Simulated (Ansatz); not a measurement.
In doubt: masses and optical values from hybrid runs of this build are listed as unsure (in some of the runs), which bears on the screening that GW takes from such a start.

Te2Mo (P6_3/mmc), computed twice by G0W0.

The structure is hexagonal, space group P6_3/mmc (No. 194). Conventional cell: a = 3.518 Å, b = 3.518 Å, c = 13.974 Å, α = 90.00°, β = 90.00°, γ = 120.00°. Nearest to Te lie 3 Mo at 2.72 Å. Nearest to Mo lie 6 Te at 2.72 Å. Farther neighbours and most contacts between anions are not listed.

```cif
data_structure
_symmetry_space_group_name_H-M 'P 1'
_symmetry_Int_Tables_number 1
_cell_length_a 3.5182
_cell_length_b 3.5182
_cell_length_c 13.9736
_cell_angle_alpha 90.000
_cell_angle_beta 90.000
_cell_angle_gamma 120.000
_cell_volume 149.79
loop_
_atom_site_label
_atom_site_type_symbol
_atom_site_fract_x
_atom_site_fract_y
_atom_site_fract_z
_atom_site_occupancy
Te1 Te 0.33333 0.66667 0.62100 1
Te2 Te 0.66667 0.33333 0.12100 1
Te3 Te 0.33333 0.66667 0.87900 1
Te4 Te 0.66667 0.33333 0.37900 1
Mo5 Mo 0.33333 0.66667 0.25000 1
Mo6 Mo 0.66667 0.33333 0.75000 1
```

The cell and positions come from the Crystallography Open Database and are kept as given unless a step says otherwise. Spin-orbit coupling is left out unless a run names it. PAW set soft_2, made with PBE.

The first (Ansatz 0.2.0; start PBE, 6×6×2 mesh, 962 empty bands, screening to 200 eV; 1 × NVIDIA H100 80GB HBM3 (shared by 3 runs) with 3 threads of AMD EPYC 7R13 (Zen 3), shared host) gave, on its mesh: starting gap 0.83 eV, G0W0 gap 1.02 eV, RPA ε∞ (mean) 16.56, 64 s.

The second gave: starting gap 1.88 eV, G0W0 gap 1.31 eV, RPA ε∞ (mean) 10.67, 3 min.

What was changed in the input? Choose among start, files, mesh, bands and cutoff, frequency model or another key.

Changed: start from PBE to PBE0. A jump of this size in the start, with ε∞ moving the other way, marks another functional. Other changes could give like numbers; this is the one that was made.

Limits: not at the basis limit; no spin-orbit coupling; coarse k mesh.

[Paths, hosts, dates, memory and timing lines, banners, echoed tables and standing remarks are left out of the program output.]

[Logs are printed without paths, hosts, clocks, repeated set-up lines and the standing remarks that a program may print on its own settings, such as how far it seeks lower states.]

[Runs of the session that timed out or met a known fault of the program may be left out.]

[Cells called generated may have been cut or substituted from an entry of the Crystallography Open Database or the Materials Project.]

[Hosts, paths, dates, database ids (printed as entryN), source tags and the programs' standing remarks are cut or masked in the printed files.]
